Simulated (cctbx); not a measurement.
# Resonant diffraction in CaZn7

Space group P-6m2 (no. 187), a = 5.9950 Å, b = 5.9950 Å, c = 4.7170 Å, α = 90.00°, β = 90.00°, γ = 120.00°.

| atom | mult. | x | y | z | Ueq (Å²) |
| --- | --- | --- | --- | --- | --- |
| Zn1 | 1 | 2/3 | 1/3 | 0 | 0.0327 |
| Zn2 | 3 | 0.6629 | 0.8315 | 0 | 0.0320 |
| Zn3 | 3 | 0.5012 | 0.0024 | 1/2 | 0.0286 |
| Ca1 | 1 | 0 | 0 | 1/2 | 0.0296 |

This is a model crystal, built by substitution and not relaxed, with assumed displacement parameters.

Calculated with cctbx: free-atom f′ and f″ from the Sasaki tables, no fine structure; amplitudes in electrons.

| E (eV) | F 0 1 1 | F 0 2 1 | F 1 1 0 | F 1 1 2 |
| --- | --- | --- | --- | --- |
| 9059 | 6.7 | 124.9 | 6.9 | 5.7 |
| 9409 | 5.9 | 120.4 | 6.1 | 5.0 |
| 9539 | 5.3 | 116.5 | 5.5 | 4.4 |
| 9599 | 4.7 | 112.7 | 4.8 | 3.8 |
| 9629 | 4.0 | 108.8 | 4.1 | 3.1 |
| 9644 | 3.4 | 104.8 | 3.5 | 2.5 |
| 9651 | 2.8 | 101.3 | 2.8 | 2.0 |
| 9655 | 2.3 | 97.4 | 2.2 | 1.4 |
| 9663 | 2.5 | 97.8 | 3.4 | 2.8 |
| 9667 | 3.1 | 102.0 | 3.9 | 3.2 |
| 9674 | 3.6 | 105.8 | 4.4 | 3.6 |
| 9689 | 4.3 | 109.9 | 5.0 | 4.0 |
| 9719 | 4.9 | 114.1 | 5.6 | 4.6 |
| 9809 | 5.8 | 119.4 | 6.4 | 5.3 |
| 10059 | 6.8 | 125.6 | 7.4 | 6.2 |

**Question.** Which edge is crossed, and why do the reflections move as they do?

The K edge of Zn. The edge is at 9659 eV. f′ of Zn falls from -4.0 e at 9539 eV to -7.6 e at 4 eV below it, and f″ steps from 0.49 to 3.89 e across it. Over that approach |F| changes by -57 % (0 1 1), -16 % (0 2 1), -60 % (1 1 0) and -68 % (1 1 2): a reflection falls where Zn scatters in phase with the total and rises where it scatters against it; it hardly moves where the Zn term is small or cancels by symmetry or lies in quadrature to the total. The f″ term interferes with the normal scattering with opposite sign for the two Friedel mates. The largest Friedel difference in the scan is 43.7 % of the mean (0 1 1, at 9663 eV).
